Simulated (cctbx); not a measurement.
**A crystallographic session in cctbx: Rb2LaCu3Te5**

Library: cctbx 2025.11. The data are simulated by the first script.

## 1. Simulate the data

run.py:

```python
from cctbx import adptbx, crystal, miller, sgtbx, xray
from cctbx.array_family import flex
from iotbx.shelx import hklf
from scitbx import matrix
import scitbx.random

cs = crystal.symmetry(unit_cell=(18.779, 6.18, 12.581, 90, 112.9, 90), space_group_symbol='Hall: -C 2y')  # C2/m
atoms = [  # label, site, U (iso, or U11 U22 U33 U12 U13 U23 in A^2), occupancy
    ("La1", (0.7985, 0.5, 0.1816), 0.0064, 1),
    ("Te1", (0.8646, 0.7405, 0.4252), 0.0073, 1),
    ("Te2", (0.5411, 0, 0.8568), 0.0074, 1),
    ("Te3", (0.8845, 0, 0.8536), 0.0066, 1),
    ("Te4", (0.7778, 0, 0.0988), 0.0063, 1),
    ("Rb1", (0.503, 0.5, 0.6869), 0.0087, 1),
    ("Rb2", (0.8269, 0.5, 0.6693), 0.0082, 1),
    ("Cu1", (0, 0.2367, 0), 0.0074, 1),
    ("Cu2", (0.8551, 0.25, 0.002), 0.0080, 1),
]
xs = xray.structure(crystal_symmetry=cs)
for label, site, u, occ in atoms:
    u = adptbx.u_cif_as_u_star(cs.unit_cell(), u) if isinstance(u, tuple) else u
    xs.add_scatterer(xray.scatterer(label, site=site, u=u, occupancy=occ))
xs.set_inelastic_form_factors(0.6889, "sasaki")
xs.show_summary()
p1 = xs.expand_to_p1()
ms = miller.build_set(p1, anomalous_flag=True, d_min=0.84)
flex.set_random_seed(122112)
scitbx.random.set_random_seed(122112)
ms = ms.select(flex.random_double(ms.size()) < 0.7)
i = ms.structure_factors_from_scatterers(p1, algorithm="direct").f_calc().as_intensity_array().data()
i = i * 20000 / flex.max(i)
sig = flex.sqrt(i + flex.pow2(0.02 * i) + 15 ** 2)
noise = scitbx.random.variate(scitbx.random.normal_distribution())(i.size())
data = ms.array(data=i + sig * noise, sigmas=sig).set_observation_type_xray_intensity()
with open("data.hkl", "w") as f:
    data.export_as_shelx_hklf(f)
print("reflections written:", data.size(), " <I/sigma> = %.1f" % flex.mean(data.data() / data.sigmas()))
for h, a, b in list(data.sort("data"))[:12]:
    print("%4d%4d%4d %9.1f %7.1f" % (h + (a, b)))
```

```console
$ python run.py
```

```text
Number of scatterers: 9
At special positions: 7
Unit cell: (18.779, 6.18, 12.581, 90, 112.9, 90)
Space group: C 1 2/m 1 (No. 12)
reflections written: 6652  <I/sigma> = 7.0
   0  -4   0   20337.2   424.5
   0   4   0   20292.5   424.5
  12   0  -3   12962.0   286.3
   6   0   2   11562.5   255.5
  -6   0  -2   11400.2   255.5
  -6   2   1   10259.4   231.4
  -6   0   5   10210.1   226.5
   6   0  -5   10141.4   226.5
   6   2  -1    9757.1   231.4
  -6   2   2    8810.3   195.9
   0  -2   2    8430.1   195.2
  12  -4  -3    8073.2   179.7
```

It took 0.44 s on 1 thread of Arm Neoverse N1 (shared host), peak memory 0.07 GiB.

## 2. Refinement (right model, isotropic)

run.py:

```python
import math
from cctbx import adptbx, crystal, maptbx, sgtbx, xray
from cctbx.array_family import flex
from cctbx.xray import observations
from iotbx.shelx import hklf
from scitbx.lstbx import normal_eqns_solving
from smtbx import absolute_structure, utils
from smtbx.refinement import constraints, least_squares

cs = crystal.symmetry(unit_cell=(18.779, 6.18, 12.581, 90, 112.9, 90), space_group_symbol='Hall: -C 2y')  # C2/m
atoms = [  # label, site, U (iso, or U11 U22 U33 U12 U13 U23 in A^2), occupancy
    ("La1", (0.7976, 0.5, 0.1813), 0.0200, 1),
    ("Te1", (0.8668, 0.7514, 0.4217), 0.0200, 1),
    ("Te2", (0.5417, 0, 0.8658), 0.0200, 1),
    ("Te3", (0.8859, 0, 0.8533), 0.0200, 1),
    ("Te4", (0.781, 0, 0.1029), 0.0200, 1),
    ("Rb1", (0.5034, 0.5, 0.6919), 0.0200, 1),
    ("Rb2", (0.8262, 0.5, 0.6672), 0.0200, 1),
    ("Cu1", (0, 0.2301, 0), 0.0200, 1),
    ("Cu2", (0.8531, 0.2479, 0.0015), 0.0200, 1),
]
xs = xray.structure(crystal_symmetry=cs)
for label, site, u, occ in atoms:
    u = adptbx.u_cif_as_u_star(cs.unit_cell(), u) if isinstance(u, tuple) else u
    xs.add_scatterer(xray.scatterer(label, site=site, u=u, occupancy=occ))
xs.set_inelastic_form_factors(0.6889, "sasaki")
raw = hklf.reader(file_name="data.hkl").as_miller_arrays(crystal_symmetry=cs, anomalous=True)[0]
merged = raw.eliminate_sys_absent().merge_equivalents()
fo2 = merged.array().set_observation_type_xray_intensity()
print("Rint %.3f, %d unique reflections to %.2f A" % (merged.r_int(), fo2.size(), fo2.d_min()))
for sc in xs.scatterers():
    sc.flags.set_grad_site(True)
    sc.flags.set_grad_u_aniso(sc.flags.use_u_aniso())
    sc.flags.set_grad_u_iso(sc.flags.use_u_iso())
obs = fo2.as_xray_observations()
extra = {}
rep = constraints.reparametrisation(xs, [], utils.connectivity_table(xs), **extra)
ls = least_squares.crystallographic_ls(obs, rep, weighting_scheme=least_squares.mainstream_shelx_weighting(a=0, b=0))
print("cycle     R1     wR2    GooF  max shift (A)")
for cycle in range(8):
    ls.build_up()
    r1, wr2, goof = ls.r1_factor(cutoff_factor=2)[0], ls.wR2(), ls.goof()
    old = xs.sites_cart()
    normal_eqns_solving.levenberg_marquardt_iterations(ls, n_max_iterations=3, tau=1e-06, step_threshold=1e-7)
    big = flex.max((xs.sites_cart() - old).norms())
    print("%4d %7.4f %7.4f %7.3f %9.5f" % (cycle + 1, r1, wr2, goof, big))
    ls.build_up(objective_only=True)
    if abs(ls.wR2() - wr2) < 5e-5 and big < 5e-4:
        break
ls.build_up()
print("final R1 %.4f wR2 %.4f GooF %.3f  parameters %d  data/parameter %.1f" % (ls.r1_factor(cutoff_factor=2)[0], ls.wR2(), ls.goof(), ls.n_parameters, fo2.size() / ls.n_parameters))
cov = ls.covariance_matrix_and_annotations()
su = dict(zip(cov.annotations, (math.sqrt(max(v, 0)) for v in cov.matrix.matrix_packed_u_diagonal())))
a2 = cs.unit_cell().reciprocal_parameters()[0] ** -2
print("atom        x        y        z      Ueq    occ   su(xyz)  su(Uiso or U11)")
for sc in xs.scatterers():
    s = max(su.get(sc.label + k, 0) for k in (".x", ".y", ".z"))
    npd = "" if sc.is_positive_definite_u(cs.unit_cell()) else "  NPD"
    print("%-5s %8.5f %8.5f %8.5f %8.4f %6.3f %8.5f %7.4f%s" % ((sc.label,) + sc.site + (sc.u_iso_or_equiv(cs.unit_cell()), sc.occupancy, s, su.get(sc.label + ".uiso", su.get(sc.label + ".u11", 0) * a2), npd)))
fo = fo2.f_sq_as_f()
fc = fo.structure_factors_from_scatterers(xs, algorithm="direct").f_calc()
diff = fo.f_obs_minus_f_calc(1 / math.sqrt(ls.scale_factor()), fc).average_bijvoet_mates()
m = diff.fft_map(symmetry_flags=maptbx.use_space_group_symmetry, resolution_factor=0.25).apply_volume_scaling()
print("difference map: max %.2f min %.2f rms %.2f" % (m.statistics().max(), m.statistics().min(), m.statistics().sigma()))
peaks = m.peak_search(parameters=maptbx.peak_search_parameters(min_distance_sym_equiv=0.6, max_clusters=6)).all()
near = xs.closest_distances(peaks.sites(), distance_cutoff=4)
sps = cs.special_position_settings(min_distance_sym_equiv=0.5)
for k, (x, h) in enumerate(zip(peaks.sites(), peaks.heights())):
    ss = sps.site_symmetry(x)
    print("Q%-3d %7.4f %7.4f %7.4f %4d %7.2f  %.2f A from %s" % ((k + 1,) + tuple(t % 1 for t in ss.exact_site()) + (ss.multiplicity(), h, near.smallest_distances[k], xs.scatterers()[near.i_seqs[k]].label)))
```

```console
$ python run.py
```

```text
Rint 0.031, 1280 unique reflections to 0.84 A
cycle     R1     wR2    GooF  max shift (A)
   1  0.1939  0.3797  10.301   0.10938
   2  0.0174  0.0339   0.921   0.00000
final R1 0.0174 wR2 0.0339 GooF 0.921  parameters 28  data/parameter 45.7
atom        x        y        z      Ueq    occ   su(xyz)  su(Uiso or U11)
La1    0.79850  0.50000  0.18166   0.0065  1.000  0.00004  0.0001
Te1    0.86463  0.74047  0.42519   0.0073  1.000  0.00006  0.0001
Te2    0.54112  0.00000  0.85681   0.0076  1.000  0.00004  0.0001
Te3    0.88449  0.00000  0.85358   0.0067  1.000  0.00004  0.0001
Te4    0.77779  0.00000  0.09876   0.0064  1.000  0.00004  0.0001
Rb1    0.50306  0.50000  0.68687   0.0086  1.000  0.00006  0.0002
Rb2    0.82691  0.50000  0.66937   0.0082  1.000  0.00006  0.0002
Cu1    0.00000  0.23660  0.00000   0.0080  1.000  0.00016  0.0002
Cu2    0.85509  0.24979  0.00200   0.0079  1.000  0.00012  0.0001
difference map: max 1.37 min -1.59 rms 0.33
Q1    0.0583  0.5000  0.3405    4    1.42  2.21 A from Rb2
Q2    0.0403  0.5000  0.6302    4    1.39  2.62 A from Te1
Q3    0.0641  0.5000  0.5859    4    1.36  2.04 A from Te1
Q4    0.2440  0.0000  0.4156    4    1.34  2.67 A from Te1
Q5    0.1033  0.2093  0.1704    8    1.28  1.37 A from Te3
Q6    0.1328  0.5000  0.8556    4    1.27  1.53 A from La1
```

Time: 0.68 s.

## 3. Refinement (right model, anisotropic)

run.py, as its changes from the last script of this kind:

```diff
@@ -12,9 +12,9 @@
-    ("La1", (0.7976, 0.5, 0.1813), 0.0200, 1),
-    ("Te1", (0.8668, 0.7514, 0.4217), 0.0200, 1),
-    ("Te2", (0.5417, 0, 0.8658), 0.0200, 1),
-    ("Te3", (0.8859, 0, 0.8533), 0.0200, 1),
-    ("Te4", (0.781, 0, 0.1029), 0.0200, 1),
-    ("Rb1", (0.5034, 0.5, 0.6919), 0.0200, 1),
-    ("Rb2", (0.8262, 0.5, 0.6672), 0.0200, 1),
-    ("Cu1", (0, 0.2301, 0), 0.0200, 1),
-    ("Cu2", (0.8531, 0.2479, 0.0015), 0.0200, 1),
+    ("La1", (0.7985, 0.5, 0.18166), 0.0065, 1),
+    ("Te1", (0.86463, 0.74047, 0.42519), 0.0073, 1),
+    ("Te2", (0.54112, 0, 0.85681), 0.0076, 1),
+    ("Te3", (0.88449, 0, 0.85358), 0.0067, 1),
+    ("Te4", (0.77779, 0, 0.09876), 0.0064, 1),
+    ("Rb1", (0.50306, 0.5, 0.68687), 0.0086, 1),
+    ("Rb2", (0.82691, 0.5, 0.66937), 0.0082, 1),
+    ("Cu1", (0, 0.2366, 0), 0.0080, 1),
+    ("Cu2", (0.85509, 0.24979, 0.002), 0.0079, 1),
@@ -26,0 +27 @@
+xs.convert_to_anisotropic()
```

```console
$ python run.py
```

```text
Rint 0.031, 1280 unique reflections to 0.84 A
cycle     R1     wR2    GooF  max shift (A)
   1  0.0173  0.0339   0.933   0.00023
   2  0.0173  0.0335   0.920   0.00000
final R1 0.0173 wR2 0.0335 GooF 0.920  parameters 59  data/parameter 21.7
atom        x        y        z      Ueq    occ   su(xyz)  su(Uiso or U11)
La1    0.79851  0.50000  0.18166   0.0065  1.000  0.00004  0.0002
Te1    0.86464  0.74046  0.42519   0.0073  1.000  0.00006  0.0002
Te2    0.54112  0.00000  0.85681   0.0076  1.000  0.00004  0.0003
Te3    0.88450  0.00000  0.85358   0.0067  1.000  0.00004  0.0002
Te4    0.77779  0.00000  0.09876   0.0064  1.000  0.00004  0.0002
Rb1    0.50307  0.50000  0.68686   0.0085  1.000  0.00006  0.0004
Rb2    0.82690  0.50000  0.66937   0.0082  1.000  0.00006  0.0004
Cu1    0.00000  0.23658  0.00000   0.0079  1.000  0.00016  0.0005
Cu2    0.85509  0.24977  0.00199   0.0079  1.000  0.00012  0.0003
difference map: max 1.36 min -1.62 rms 0.33
Q1    0.0400  0.5000  0.6303    4    1.42  2.62 A from Te1
Q2    0.0586  0.5000  0.3402    4    1.37  2.20 A from Rb2
Q3    0.0636  0.5000  0.5862    4    1.31  2.05 A from Te1
Q4    0.2439  0.0000  0.4152    4    1.31  2.67 A from Te1
Q5    0.1024  0.2107  0.1703    8    1.29  1.38 A from Te3
Q6    0.1079  0.0000  0.8921    4    1.26  1.98 A from Cu2
```

Time: 0.61 s.

## 4. Refinement

run.py, as its changes from the last script of this kind:

```diff
@@ -12,3 +12,3 @@
-    ("La1", (0.7985, 0.5, 0.18166), 0.0065, 1),
-    ("Te1", (0.86463, 0.74047, 0.42519), 0.0073, 1),
-    ("Te2", (0.54112, 0, 0.85681), 0.0076, 1),
+    ("Te1", (0.7985, 0.5, 0.18166), 0.0065, 1),
+    ("Te2", (0.86463, 0.74047, 0.42519), 0.0073, 1),
+    ("La1", (0.54112, 0, 0.85681), 0.0076, 1),
@@ -41 +41 @@
-for cycle in range(8):
+for cycle in range(12):
```

```console
$ python run.py
```

```text
Rint 0.031, 1280 unique reflections to 0.84 A
cycle     R1     wR2    GooF  max shift (A)
   1  0.0518  0.1037   2.849   0.00069
   2  0.0239  0.0491   1.350   0.00000
final R1 0.0239 wR2 0.0491 GooF 1.350  parameters 59  data/parameter 21.7
atom        x        y        z      Ueq    occ   su(xyz)  su(Uiso or U11)
Te1    0.79851  0.50000  0.18162   0.0001  1.000  0.00006  0.0003  NPD
Te2    0.86463  0.74046  0.42517   0.0072  1.000  0.00009  0.0003
La1    0.54110  0.00000  0.85677   0.0143  1.000  0.00006  0.0004
Te3    0.88452  0.00000  0.85357   0.0067  1.000  0.00006  0.0004
Te4    0.77779  0.00000  0.09881   0.0064  1.000  0.00007  0.0004
Rb1    0.50303  0.50000  0.68687   0.0085  1.000  0.00009  0.0005
Rb2    0.82692  0.50000  0.66935   0.0081  1.000  0.00009  0.0005
Cu1    0.00000  0.23651  0.00000   0.0079  1.000  0.00024  0.0007
Cu2    0.85509  0.24976  0.00204   0.0078  1.000  0.00017  0.0005
difference map: max 2.91 min -2.77 rms 0.39
Q1    0.1998  0.5000  0.8573    4    2.97  0.50 A from Te1
Q2    0.1945  0.5000  0.7805    4    2.95  0.44 A from Te1
Q3    0.2439  0.0000  0.4140    4    1.47  2.67 A from Te2
Q4    0.0394  0.5000  0.6282    4    1.44  2.62 A from Te2
Q5    0.0000  0.0000  0.5000    2    1.42  2.33 A from Rb1
Q6    0.0595  0.5000  0.5789    4    1.41  2.07 A from Te2
```

Time: 0.68 s.

This run holds a fault made on purpose: elements exchanged: La1 is Te and Te1 is La.

## 5. Refinement

run.py, as its changes from the last script of this kind:

```diff
@@ -12,3 +12,3 @@
-    ("Te1", (0.7985, 0.5, 0.18166), 0.0065, 1),
-    ("Te2", (0.86463, 0.74047, 0.42519), 0.0073, 1),
-    ("La1", (0.54112, 0, 0.85681), 0.0076, 1),
+    ("La1", (0.7985, 0.5, 0.18166), 0.0065, 1),
+    ("Te1", (0.86463, 0.74047, 0.42519), 0.0073, 1),
+    ("Te2", (0.54112, 0, 0.85681), 0.0076, 1),
@@ -26 +26 @@
-xs.set_inelastic_form_factors(0.6889, "sasaki")
+xs.set_inelastic_form_factors(1.54184, "sasaki")
```

```console
$ python run.py
```

```text
Rint 0.031, 1280 unique reflections to 0.84 A
cycle     R1     wR2    GooF  max shift (A)
   1  0.0498  0.1121   3.080   0.00128
   2  0.0229  0.0493   1.355   0.00000
final R1 0.0229 wR2 0.0493 GooF 1.355  parameters 59  data/parameter 21.7
atom        x        y        z      Ueq    occ   su(xyz)  su(Uiso or U11)
La1    0.79850  0.50000  0.18165   0.0063  1.000  0.00006  0.0003
Te1    0.86464  0.74045  0.42516   0.0093  1.000  0.00009  0.0003
Te2    0.54114  0.00000  0.85680   0.0098  1.000  0.00006  0.0004
Te3    0.88449  0.00000  0.85357   0.0087  1.000  0.00007  0.0004
Te4    0.77779  0.00000  0.09873   0.0084  1.000  0.00007  0.0004
Rb1    0.50303  0.50000  0.68690   0.0085  1.000  0.00009  0.0005
Rb2    0.82688  0.50000  0.66930   0.0081  1.000  0.00009  0.0005
Cu1    0.00000  0.23645  0.00000  -0.0025  1.000  0.00024  0.0007  NPD
Cu2    0.85516  0.24980  0.00203  -0.0027  1.000  0.00017  0.0005  NPD
difference map: max 2.41 min -1.99 rms 0.42
Q1    0.0212  0.2048  0.9927    8    2.46  0.48 A from Cu1
Q2    0.1344  0.2996  0.0043    8    2.10  0.39 A from Cu2
Q3    0.1420  0.2028  0.9523    8    1.80  0.63 A from Cu2
Q4    0.0405  0.5000  0.6286    4    1.77  2.60 A from Te1
Q5    0.1664  0.0000  0.6206    4    1.68  1.73 A from Te1
Q6    0.1746  0.2226  0.0195    8    1.59  0.54 A from Cu2
```

Time: 0.61 s.

This run holds a fault made on purpose: dispersion terms of the wrong wavelength.

## 6. Refinement

run.py, as its changes from the last script of this kind:

```diff
@@ -12,9 +12,9 @@
-    ("La1", (0.7985, 0.5, 0.18166), 0.0065, 1),
-    ("Te1", (0.86463, 0.74047, 0.42519), 0.0073, 1),
-    ("Te2", (0.54112, 0, 0.85681), 0.0076, 1),
-    ("Te3", (0.88449, 0, 0.85358), 0.0067, 1),
-    ("Te4", (0.77779, 0, 0.09876), 0.0064, 1),
-    ("Rb1", (0.50306, 0.5, 0.68687), 0.0086, 1),
-    ("Rb2", (0.82691, 0.5, 0.66937), 0.0082, 1),
-    ("Cu1", (0, 0.2366, 0), 0.0080, 1),
-    ("Cu2", (0.85509, 0.24979, 0.002), 0.0079, 1),
+    ("La1", (0.7765, 0.5, 0.1651), 0.0200, 1),
+    ("Te1", (0.8759, 0.7278, 0.4239), 0.0200, 1),
+    ("Te2", (0.5167, 0, 0.8201), 0.0200, 1),
+    ("Te3", (0.8978, 0, 0.845), 0.0200, 1),
+    ("Te4", (0.772, 0, 0.0848), 0.0200, 1),
+    ("Rb1", (0.5169, 0.5, 0.6931), 0.0200, 1),
+    ("Rb2", (0.8121, 0.5, 0.6496), 0.0200, 1),
+    ("Cu1", (0, 0.2427, 0), 0.0200, 1),
+    ("Cu2", (0.877, 0.2702, -0.0037), 0.0200, 1),
@@ -26,2 +26 @@
-xs.set_inelastic_form_factors(1.54184, "sasaki")
-xs.convert_to_anisotropic()
+xs.set_inelastic_form_factors(0.6889, "sasaki")
@@ -41 +40 @@
-for cycle in range(12):
+for cycle in range(10):
@@ -45 +44 @@
-    normal_eqns_solving.levenberg_marquardt_iterations(ls, n_max_iterations=3, tau=1e-06, step_threshold=1e-7)
+    normal_eqns_solving.levenberg_marquardt_iterations(ls, n_max_iterations=3, tau=0.0001, step_threshold=1e-7)
```

```console
$ python run.py
```

```text
Rint 0.031, 1280 unique reflections to 0.84 A
cycle     R1     wR2    GooF  max shift (A)
   1  0.6310  0.8925  24.215   0.55686
   2  0.0603  0.1227   3.330   0.04859
   3  0.0174  0.0339   0.921   0.00000
final R1 0.0174 wR2 0.0339 GooF 0.921  parameters 28  data/parameter 45.7
atom        x        y        z      Ueq    occ   su(xyz)  su(Uiso or U11)
La1    0.79850  0.50000  0.18166   0.0065  1.000  0.00004  0.0001
Te1    0.86463  0.74047  0.42519   0.0073  1.000  0.00006  0.0001
Te2    0.54112  0.00000  0.85681   0.0076  1.000  0.00004  0.0001
Te3    0.88449  0.00000  0.85358   0.0067  1.000  0.00004  0.0001
Te4    0.77779  0.00000  0.09876   0.0064  1.000  0.00004  0.0001
Rb1    0.50306  0.50000  0.68687   0.0086  1.000  0.00006  0.0002
Rb2    0.82691  0.50000  0.66937   0.0082  1.000  0.00006  0.0002
Cu1    0.00000  0.23660  0.00000   0.0080  1.000  0.00016  0.0002
Cu2    0.85509  0.24979  0.00200   0.0079  1.000  0.00012  0.0001
difference map: max 1.37 min -1.59 rms 0.33
Q1    0.0583  0.5000  0.3405    4    1.42  2.21 A from Rb2
Q2    0.0403  0.5000  0.6302    4    1.39  2.62 A from Te1
Q3    0.0641  0.5000  0.5859    4    1.36  2.04 A from Te1
Q4    0.2440  0.0000  0.4156    4    1.34  2.67 A from Te1
Q5    0.1033  0.2093  0.1704    8    1.28  1.37 A from Te3
Q6    0.1328  0.5000  0.8556    4    1.27  1.53 A from La1
```

It took 0.67 s on 1 thread of Arm Neoverse N1, on a shared host, peak memory 0.09 GiB.

This run holds a fault made on purpose: start far from the minimum.

[Logs are printed without paths, hosts, clocks, repeated set-up lines and the standing remarks that a program may print on its own settings, such as how far it seeks lower states.]
